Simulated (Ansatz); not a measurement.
# K on Pd(111): change of the work function, part 3 of 3

How does K on the fcc site change the work function of Pd(111) as the layer fills?

Ansatz 0.2.0; plane-wave DFT, PBE, Ansatz PAW.

So far, work function, upper face (eV): step 2 (the clean slab) 5.27; step 3 (37 atoms, coverage 0.111 ML, cell 3x3) 2.32.

### Step 4. The covered slab, k-mesh 6×6×1, coverage 0.25 ML

System of this step: KPd16 (K/Pd(111)). The cell holds 17 atoms: 16 Pd and 1 K. Cell: a = 5.501 Å, b = 5.501 Å, c = 27.988 Å, α = 90.0°, β = 90.0°, γ = 60.0°. Vacuum lies along c.

Another coverage, to see how the dipoles act on each other as their distance changes.

Contents of input.yaml:

```yaml
crystal:
  lattice:
    - [5.5012907577, 0.0, 0.0]
    - [2.7506453788, 4.7642575497, 0.0]
    - [0.0, 0.0, 27.9879317293]
  atoms:
    - { symbol: Pd, position: [0.0, 0.0, 0.32156717] }
    - { symbol: Pd, position: [0.1666666667, 0.1666666667, 0.4018122045] }
    - { symbol: Pd, position: [0.3333333333, 0.3333333333, 0.4837758259] }
    - { symbol: Pd, position: [0.0, 0.0, 0.5660875729] }
    - { symbol: Pd, position: [0.0, 0.5, 0.32156717] }
    - { symbol: Pd, position: [0.1666666667, 0.6666666667, 0.4018122045] }
    - { symbol: Pd, position: [0.3333333333, 0.8333333333, 0.4837758259] }
    - { symbol: Pd, position: [0.0, 0.5, 0.5660875729] }
    - { symbol: Pd, position: [0.5, 0.0, 0.32156717] }
    - { symbol: Pd, position: [0.6666666667, 0.1666666667, 0.4018122045] }
    - { symbol: Pd, position: [0.8333333333, 0.3333333333, 0.4837758259] }
    - { symbol: Pd, position: [0.5, 0.0, 0.5660875729] }
    - { symbol: Pd, position: [0.5, 0.5, 0.32156717] }
    - { symbol: Pd, position: [0.6666666667, 0.6666666667, 0.4018122045] }
    - { symbol: Pd, position: [0.8333333333, 0.8333333333, 0.4837758259] }
    - { symbol: Pd, position: [0.5, 0.5, 0.5660875729] }
    - { symbol: K, position: [0.1666666667, 0.1666666667, 0.67843283] }
kpoints:
  mp_grid: { grid: [6, 6, 1] }
hamiltonian:
  xc: pbe
scf:
  occupations: { method: fermi_dirac, width: 0.1 }
  convergence: { dr2_threshold: 1.0e-08 }
efield:
  axis: 3
  dipole_correction: true
  ramp_position: 0.97
  ramp_width: 0.06
relax:
  f_tol: 0.02
  max_steps: 60
  constraints: [{ sites: [0, 1, 4, 5, 8, 9, 12, 13] }]
output:
  dos: { projected: true, e_range: [-8, 4] }
  write_potential: true
  write_density: true
  volumetric_format: npy
  elf: true
```

On the command line:

```console
ansatz run input.yaml --threads 4 --pin off --max-ram 16384MiB --backend cpu --events-out ev --progress --plain --runs-dir out
```

Numbers of over 12 decimals in the logs are rounded to 6 here.

Output:

```text
[...]
Crystal: 17 atoms, lattice volume = 733.552 Å³
Basis set: ecut = 420 eV, 14355 PW (Γ), exchange–correlation on 80×80×384 points (8 copies of the dense FFT grid, shifted against one another)
Bands: 179, of which v1, the nominal top of the filled ones, is band 149 counted from 1 (148 counted from 0)
Symmetry: 6 space group operations
[...]
k-points: 7 of 36 (time reversal used)
[...]
SCF iter   1: F=—  HF=-113100.798182 eV  |F-HF|=—  |Δ(HF+E_count)|=         —  Δρ=1.06e-2  dr2=8.41e0  ethr=1.77e-3  p=0.465 e·Å  D=1.15e-1 V/Å  ΔV_dip=-3.21 eV  dr2_dipole=4.41e-1  V_vac-E_F(+/−)=1.66/4.86 eV  ⟨swp⟩=7.0  Hψ=5104  notcnv=0  defer=50
[...]
SCF iter  13: F=-113100.673365 eV  HF=-113100.673365 eV  |F-HF|=6.84e-10  |Δ(HF+E_count)|=   2.71e-8  Δρ=3.68e-7  dr2=6.69e-9  ethr=3.37e-12  p=0.465 e·Å  D=1.15e-1 V/Å  ΔV_dip=-3.21 eV  dr2_dipole=5.78e-10  V_vac-E_F(+/−)=2.05/5.26 eV  ⟨swp⟩=15.6  Hψ=8753  notcnv=0
SCF 1 converged in 13 iterations: F = -113100.673365 eV  dr2 = 6.69e-9
[...]
relax step   1: F+E_penalty+E_count = -113100.67336452 eV  Δ(F+E_penalty+E_count) = +0.000e0 eV  max|allowed force component| = 6.558e-1 eV/Å  Δτ_max = 0.0000 Å  (13 SCF iters, accepted)
[...]
SCF iter  11: F=-113100.751545 eV  HF=-113100.751545 eV  |F-HF|=5.09e-10  |Δ(HF+E_count)|=   2.15e-8  Δρ=8.27e-7  dr2=9.75e-9  ethr=3.37e-12  p=0.479 e·Å  D=1.18e-1 V/Å  ΔV_dip=-3.30 eV  dr2_dipole=1.37e-11  V_vac-E_F(+/−)=1.95/5.26 eV  ⟨swp⟩=13.3  Hψ=8631  notcnv=0
SCF 2 converged in 11 iterations: F = -113100.751545 eV  dr2 = 9.75e-9
relax step   2: F+E_penalty+E_count = -113100.75154507 eV  Δ(F+E_penalty+E_count) = -7.818e-2 eV  max|allowed force component| = 5.828e-1 eV/Å  Δτ_max = 0.1012 Å  (11 SCF iters, accepted)
SCF iter   1: F=—  HF=-113100.854151 eV  |F-HF|=—  |Δ(HF+E_count)|=         —  Δρ=2.54e-3  dr2=2.65e-1  ethr=1.00e-3  p=0.479 e·Å  D=1.18e-1 V/Å  ΔV_dip=-3.30 eV  dr2_dipole=2.67e-2  V_vac-E_F(+/−)=1.96/5.27 eV  ⟨swp⟩=5.0  Hψ=2990  notcnv=0  defer=82
[...]
SCF iter  12: F=-113100.847466 eV  HF=-113100.847466 eV  |F-HF|=3.49e-9  |Δ(HF+E_count)|=   1.14e-8  Δρ=5.18e-7  dr2=6.72e-9  ethr=3.37e-12  p=0.505 e·Å  D=1.25e-1 V/Å  ΔV_dip=-3.49 eV  dr2_dipole=2.74e-12  V_vac-E_F(+/−)=1.77/5.26 eV  ⟨swp⟩=14.6  Hψ=8717  notcnv=0
SCF 3 converged in 12 iterations: F = -113100.847466 eV  dr2 = 6.72e-9
relax step   3: F+E_penalty+E_count = -113100.84746589 eV  Δ(F+E_penalty+E_count) = -9.592e-2 eV  max|allowed force component| = 3.022e-1 eV/Å  Δτ_max = 0.1957 Å  (12 SCF iters, accepted)
[...]
relax step   4: F+E_penalty+E_count = -113100.87385737 eV  Δ(F+E_penalty+E_count) = -2.639e-2 eV  max|allowed force component| = 7.366e-2 eV/Å  Δτ_max = 0.1939 Å  (12 SCF iters, accepted)
[...]
relax step   5: F+E_penalty+E_count = -113100.87505765 eV  Δ(F+E_penalty+E_count) = -1.200e-3 eV  max|allowed force component| = 2.601e-2 eV/Å  Δτ_max = 0.0279 Å  (10 SCF iters, accepted)
SCF iter   1: F=—  HF=-113100.874244 eV  |F-HF|=—  |Δ(HF+E_count)|=         —  Δρ=2.07e-4  dr2=5.69e-4  ethr=3.14e-6  p=0.524 e·Å  D=1.29e-1 V/Å  ΔV_dip=-3.62 eV  dr2_dipole=9.04e-5  V_vac-E_F(+/−)=1.64/5.25 eV  ⟨swp⟩=2.0  Hψ=2155  notcnv=0  defer=66
[...]
SCF iter   8: F=-113100.875186 eV  HF=-113100.875186 eV  |F-HF|=8.77e-9  |Δ(HF+E_count)|=   2.07e-8  Δρ=7.29e-7  dr2=9.11e-9  ethr=3.37e-12  p=0.525 e·Å  D=1.29e-1 V/Å  ΔV_dip=-3.62 eV  dr2_dipole=9.14e-10  V_vac-E_F(+/−)=1.63/5.25 eV  ⟨swp⟩=10.7  Hψ=8693  notcnv=0
SCF 6 converged in 8 iterations: F = -113100.875186 eV  dr2 = 9.11e-9
relax step   6: F+E_penalty+E_count = -113100.87518553 eV  Δ(F+E_penalty+E_count) = -1.279e-4 eV  max|allowed force component| = 1.009e-3 eV/Å  Δτ_max = 0.0052 Å  (8 SCF iters, accepted)
[...]
SCF converged after 8 iterations
Free energy (F): -113100.875186 eV
[...]
Internal energy: -113099.819701 eV  (E = F + TS)
E sigma→0 (E₀):  -113100.347443 eV
Entropy (-TS):   -1.055484 eV (-62.087 meV/atom)
Fermi energy:    4.483842 eV
Dipole field:    D = 0.129476 V/Å  (p = 0.524878 e·Å, saw-weighted, corrected)
Work function:   Φ+ = 1.6293 eV   Φ− = 5.2531 eV
[...]
--- Forces (eV/Å), atoms counted from 1 ---
  atom   1  Pd     0.00357880     0.00206622    -0.30533856
  atom   2  Pd    -0.00000000    -0.00000000     0.34449683
  atom   3  Pd    -0.00029918    -0.00017273    -0.00039342
  atom   4  Pd     0.00035737     0.00020633     0.00007306
  atom   5  Pd     0.00000000    -0.00413244    -0.30533856
  atom   6  Pd     0.02900508    -0.01674609     0.29091382
  atom   7  Pd    -0.00000000     0.00034546    -0.00039342
  atom   8  Pd     0.00000000    -0.00041266     0.00007306
  atom   9  Pd    -0.00357880     0.00206622    -0.30533856
  atom  10  Pd    -0.00000000     0.03349219     0.29091382
  atom  11  Pd     0.00029918    -0.00017273    -0.00039342
  atom  12  Pd    -0.00035737     0.00020633     0.00007306
  atom  13  Pd    -0.00000000     0.00000000    -0.29939705
  atom  14  Pd    -0.02900508    -0.01674609     0.29091382
  atom  15  Pd     0.00000000     0.00000000    -0.00100912
  atom  16  Pd     0.00000000    -0.00000000     0.00023654
  atom  17  K     -0.00000000    -0.00000000    -0.00011264
  max |Σ_I F_I| component: 2.07e-5 eV/Å
--- Band table (eV; the first three rows and the last of 7) ---
  k-point 0: bands = [... 145 lower, 4.6523, 4.8038, 4.8116, 4.8116, 4.8291, 4.8291, 4.8306, 4.9881, ... 26 higher]
  k-point 1: bands = [... 145 lower, 4.5241, 4.5250, 4.6027, 4.6356, 4.6463, 4.6594, 4.6678, 5.2112, ... 26 higher]
  k-point 2: bands = [... 145 lower, 4.2509, 4.3973, 4.3990, 4.4294, 4.4387, 4.4519, 4.6365, 4.6452, ... 26 higher]
  k-point 6: bands = [... 145 lower, 4.2352, 4.2458, 4.2490, 4.2922, 4.3200, 4.3212, 4.3382, 4.3618, ... 26 higher]
--- Relaxed structure (6 steps of the walk, 6 accepted, 0 SCFs on fresh bases) ---
  F+E_penalty+E_count = -113100.87518553 eV   max|allowed force component| = 1.009e-3 eV/Å
  atoms:
[...]
- { symbol: Pd, position: [0.166667, 0.166667, 0.4018122045] }
    - { symbol: Pd, position: [0.333869, 0.333869, 0.484324] }
    - { symbol: Pd, position: [-0.00130931, -0.00130931, 0.566108] }
    - { symbol: Pd, position: [0.0, 0.500000, 0.321567] }
    - { symbol: Pd, position: [0.166667, 0.666667, 0.4018122045] }
    - { symbol: Pd, position: [0.333869, 0.832262, 0.484324] }
    - { symbol: Pd, position: [-0.00130931, 0.502619, 0.566108] }
    - { symbol: Pd, position: [0.500000, -1.7959490104491818e-17, 0.321567] }
    - { symbol: Pd, position: [0.666667, 0.166667, 0.4018122045] }
    - { symbol: Pd, position: [0.832262, 0.333869, 0.484324] }
    - { symbol: Pd, position: [0.502619, -0.00130931, 0.566108] }
    - { symbol: Pd, position: [0.5, 0.500000, 0.321567] }
    - { symbol: Pd, position: [0.666667, 0.666667, 0.4018122045] }
    - { symbol: Pd, position: [0.833333, 0.833333, 0.483249] }
    - { symbol: Pd, position: [0.5, 0.500000, 0.569541] }
    - { symbol: K, position: [0.166667, 0.166667, 0.661707] }
```

It took 3.6 min on 4 threads of Arm Neoverse V1, shared host; peak memory 3.1 GiB.

The steps of the relaxation:

```tsv
step	energy less that of the first step (eV)	largest force component (eV/Å)
1	0.0000	0.6558
2	-0.0782	0.5828
3	-0.1741	0.3022
4	-0.2005	0.0737
5	-0.2017	0.0260
6	-0.2018	0.0010
```

The run keeps the 6 symmetry operations that it works with, so distortions that break them were not tested.

The atoms that moved most (Å):

```tsv
atom	dx	dy	dz	length
K17	0.000	0.000	-0.468	0.468
Pd16	0.000	0.000	0.097	0.097
Pd11	-0.004	0.003	0.015	0.016
Pd7	0.000	-0.005	0.015	0.016
Pd3	0.004	0.003	0.015	0.016
Pd15	0.000	0.000	-0.015	0.015
Pd4	-0.011	-0.006	0.001	0.012
Pd8	0.000	0.012	0.001	0.012
```

The relaxed structure:

```cif
data_structure
_symmetry_space_group_name_H-M 'P 1'
_symmetry_Int_Tables_number 1
_cell_length_a 5.5013
_cell_length_b 5.5013
_cell_length_c 27.9879
_cell_angle_alpha 90.000
_cell_angle_beta 90.000
_cell_angle_gamma 60.000
_cell_volume 733.55
loop_
_atom_site_label
_atom_site_type_symbol
_atom_site_fract_x
_atom_site_fract_y
_atom_site_fract_z
_atom_site_occupancy
Pd1 Pd 0.00000 0.00000 0.32157 1
Pd2 Pd 0.16667 0.16667 0.40181 1
Pd3 Pd 0.33387 0.33387 0.48432 1
Pd4 Pd 0.99869 0.99869 0.56611 1
Pd5 Pd 0.00000 0.50000 0.32157 1
Pd6 Pd 0.16667 0.66667 0.40181 1
Pd7 Pd 0.33387 0.83226 0.48432 1
Pd8 Pd 0.99869 0.50262 0.56611 1
Pd9 Pd 0.50000 0.00000 0.32157 1
Pd10 Pd 0.66667 0.16667 0.40181 1
Pd11 Pd 0.83226 0.33387 0.48432 1
Pd12 Pd 0.50262 0.99869 0.56611 1
Pd13 Pd 0.50000 0.50000 0.32157 1
Pd14 Pd 0.66667 0.66667 0.40181 1
Pd15 Pd 0.83333 0.83333 0.48325 1
Pd16 Pd 0.50000 0.50000 0.56954 1
K17 K 0.16667 0.16667 0.66171 1
```

Numbers from this step:

| Item | Value |
| --- | --- |
| energy at zero smearing | -113100.3474 eV |
| work function, upper face | 1.629 eV |
| work function, lower face | 5.253 eV |
| dipole along the normal | 0.5249 e·Å |
| step between the vacuum levels | -3.624 eV |

Running mean over 2.246 Å of the planar mean; the ramp of the sawtooth is left out. Electron's electrostatic potential energy less the Fermi level against z:

z (Å), electron's electrostatic potential energy less the Fermi level (eV) and a bar from the least value:
```
      3.5       5.25 ##############################
      4.0       5.25 ##############################
      4.5       5.25 ##############################
      5.0       5.25 ##############################
      5.5       5.24 ##############################
      6.0       5.20 ##############################
      6.5       5.04 ##############################
      7.0       4.41 ############################
      7.5       1.79 ######################
      8.0      -3.11 ############
      8.5      -7.02 ###
      9.0      -8.25 #
      9.5      -8.43 
     10.0      -8.48 
     10.5      -8.51 
     11.0      -8.55 
     11.5      -8.49 
     12.0      -8.18 #
     12.5      -8.03 #
     13.0      -8.29 #
     13.5      -8.48 
     14.0      -8.25 #
     14.5      -7.80 ##
     15.0      -7.81 ##
     15.5      -8.16 #
     16.0      -8.12 #
     16.5      -6.62 ####
     17.0      -3.02 ############
     17.5      -0.08 ##################
     18.0       0.26 ###################
     18.5      -0.29 ##################
     19.0      -0.56 #################
     19.5      -0.13 ##################
     20.0       0.68 ####################
     20.5       1.20 #####################
     21.0       1.40 ######################
     21.5       1.50 ######################
     22.0       1.56 ######################
     22.5       1.59 ######################
     23.0       1.61 ######################
     23.5       1.62 ######################
     24.0       1.62 ######################
     24.5       1.63 ######################
```

The density of states has structure finer than the step of the table below, so its rows give means over 0.25 eV, whole bins alone (the curve runs from -8 to 1.98 eV). Peaks (eV: height): -2.710: 51.6, -2.470: 80.8, -2.410: 58.1, -2.260: 68.7, -1.890: 54.1, -1.650: 63.3, -0.150: 73.8.

The density of states by energy, zero at the Fermi level; means over each step:

```tsv
energy (eV)	density of states (states/eV a cell)
-6.75	0
-6.50	0.496
-6.25	0.977
-6.00	1.06
-5.75	1.12
-5.50	1.78
-5.25	3.17
-5.00	5.19
-4.75	19.2
-4.50	28.6
-4.25	36.9
-4.00	27.1
-3.75	29.5
-3.50	20.4
-3.25	24.7
-3.00	26.4
-2.75	36.4
-2.50	44.3
-2.25	45.3
-2.00	35.9
-1.75	27.1
-1.50	35.1
-1.25	26.9
-1.00	38.2
-0.75	39.8
-0.50	29.3
-0.25	48.5
0.00	34.8
0.25	10.7
0.50	5.05
0.75	6.97
1.00	2.28
1.25	10.4
1.50	6.72
1.75	3.22
```

Projected DOS per atom over height of the atomic layer and energy from the Fermi level. Layers: Pd4 Pd4 Pd4 Pd4 K from below.

Ten even steps from '0' (0.00 states/eV) to '9' (2.85 states/eV), each cell a mean:
```
00000
00002
00001
10001
78851
76670
95691
75670
74480
99890
67760
44550
55660
58750
27620
01100
00000
00000
00000
00000
00000
00000
```
Columns: height of the atomic layer (Å) from 9 to 18.5 (not evenly spaced); rows upwards: energy from the Fermi level (eV) from -7.96 to 1.95.

ELF in the ca plane at fractional y = 0.167, with atoms of Pd and K within 0.2 Å of it. It is the smooth field of the valence electrons, not physical close to the nuclei.

Ten even steps from '0' (0.00) to '9' (0.86), each cell a mean:
```
43222222223443222344321014431000011100000000
42222222223443222344322000000000011000000000
22223443222332222233222100000000111000000000
22235555322222111222222110000001111000000000
22245445322222111222222111100111110000000000
22235455322222111222222111000011110000000000
22224554222222212222222110000000111000000000
32222332222343222343222100000000011000000000
43222222223443222344321001210000011100000000
32222332222343222333221147763100011100000000
22224554222222212222210499996200001100000000
22235455322222111222211798898400001110000000
22235445322222111222211798898410001110000000
22235555222222111222210699998300001110000000
32223443222332222233220279985100001100000000
```
Columns run along c (16.0 Å, from fractional 0.33 to 0.90 of the cell), rows up along a (5.5 Å). Atoms in or near the plane, at fractional coordinates: Pd at (0.40, 0.17), Pd at (0.40, 0.67), K at (0.66, 0.17).

Electrostatic potential energy in the ca plane at fractional y = 0.167, with atoms of Pd and K within 0.2 Å of it. With pseudopotentials it is smooth inside the atoms' cores, unlike the true potential.

Ten even steps from '0' (-41 eV) to '9' (8 eV), each cell a mean:
```
57999889998546898646899998889999999999999999
57999889998546898646899999999999999999999999
78986447998778999877999999999999999999999999
99972003799989999999999999999999999999999999
99850001699999999999999999999999999999999999
99961001699999999999999999999999999999999999
89984125899888999888999999999999999999999999
68998778998657898656899999999999999999999999
57999999997546898645899999999999999999999999
68998778998657898767899987788999999999999999
89984125899888999888999853358999999999999999
99961001699999999999999620027899999999999999
99850001699999999999999610026899999999999999
89972003799999999999999731147899999999999999
78987457998778999877999875578999999999999999
```
Columns run along c (16.0 Å, from fractional 0.33 to 0.90 of the cell; values clipped at the 3rd and 97th percentile), rows up along a (5.5 Å). Atoms in or near the plane, at fractional coordinates: Pd at (0.40, 0.17), Pd at (0.40, 0.67), K at (0.66, 0.17).

Valence density in the ca plane at fractional y = 0.167, with atoms of Pd and K within 0.2 Å of it. It is the smooth field of the valence electrons, not physical close to the nuclei.

Values in units of 1e0 e/Å³, 8 rows by 16 columns, each cell a mean:
```
0.8 0.3 0.3 0.4 1.5 0.4 1.3 0.6 0.1 0.1 0.0 0.0 0.0 0.0 0.0 0.0
0.4 1.5 2.7 0.3 0.6 0.2 0.5 0.3 0.0 0.0 0.0 0.0 0.0 0.0 0.0 0.0
0.2 5.1 8.8 0.3 0.2 0.1 0.2 0.1 0.0 0.0 0.0 0.0 0.0 0.0 0.0 0.0
0.4 1.8 3.1 0.3 0.5 0.2 0.5 0.3 0.0 0.0 0.0 0.0 0.0 0.0 0.0 0.0
0.8 0.3 0.3 0.4 1.5 0.4 1.3 0.6 0.1 0.1 0.0 0.0 0.0 0.0 0.0 0.0
0.4 1.5 2.7 0.3 0.6 0.2 0.5 0.3 0.4 1.5 0.2 0.0 0.0 0.0 0.0 0.0
0.2 5.1 8.8 0.3 0.2 0.1 0.2 0.2 1.0 3.8 0.6 0.0 0.0 0.0 0.0 0.0
0.4 1.8 3.1 0.3 0.5 0.2 0.5 0.3 0.4 1.7 0.2 0.0 0.0 0.0 0.0 0.0
```
Columns run along c (16.0 Å, from fractional 0.33 to 0.90 of the cell), rows up along a (5.5 Å). Atoms in or near the plane, at fractional coordinates: Pd at (0.40, 0.17), Pd at (0.40, 0.67), K at (0.66, 0.17).

The relaxation took 6 steps and lowered the energy by 0.20 eV; the largest force on the free atoms ends at 0.0010 eV/Å.

By hand: a sheet of dipoles makes a step −p/(ε₀A) in the electron's potential. With e/ε₀ = 180.95 V·Å, p = 0.5249 e·Å and A = 26.21 Å², that is −180.95 × (0.5249) / 26.21 = -3.624 eV, and the two vacuum levels of the run differ by -3.624 eV.

The covered face has 1.63 eV, -3.64 eV against the clean one; the bare back face has moved by +0.00 eV, a measure of how thin the slab is.

### Step 5. Work function against coverage

This step: plane-wave DFT, PBE, Ansatz PAW; work function against coverage (Ansatz 0.2.0).

The runs are now put side by side.

This step gave:

| Item | Value |
| --- | --- |
| work function of the clean face | 5.268 eV |
| largest change of the work function | -3.639 eV |

Table of work function of the covered face by coverage:

```tsv
coverage (adsorbates/nm²)	work function of the covered face (eV)
0.00	5.27
1.70	2.32
3.82	1.63
```

The dipole per adsorbate comes from the change of the cell's dipole. Coverage, by row:

```tsv
coverage (1/nm²)	coverage (ML)	work function (eV)	change (eV)	dipole per adsorbate, positive end outwards (debye)	mean height of the added atoms over the highest substrate atom (Å)
1.696	0.1111	2.323	-2.945	4.624	2.669
3.815	0.25	1.629	-3.639	2.535	2.58
```

### Step 6. Summary of results

| Item | Value |
| --- | --- |
| work function of the clean face | 5.27 eV |
| work function at 0.11 ML | 2.32 eV |
| work function at 0.25 ML | 1.63 eV |
| dipole per adsorbate at 0.11 ML, positive end outwards | 4.62 D |

K lowers the work function of Pd(111) at the lowest coverage, by 2.94 eV: the adsorbate layer has its positive end outwards. The slab has 4 layers, at the tabulated experimental lattice constant, one starting site was run, and quantum-size effects of a slab this thin can reach one or two tenths of an eV.

[Logs are printed without paths, hosts, clocks, repeated set-up lines and the standing remarks that a program may print on its own settings, such as how far it seeks lower states.]

[Hosts, paths, dates, database ids (printed as entryN), source tags and the programs' standing remarks are cut or masked in the printed files.]

[Maps of the electrostatic potential energy from Ansatz leave out the sawtooth potential of an applied field or a dipole correction, so their vacuum need not be flat; planar profiles and work functions include it.]

[The density of states shown here was stored with 400 of the rows of the run's finer table, so its peaks can read low, often by over a quarter, or be missed, and its means over a window can be off by a tenth or more.]
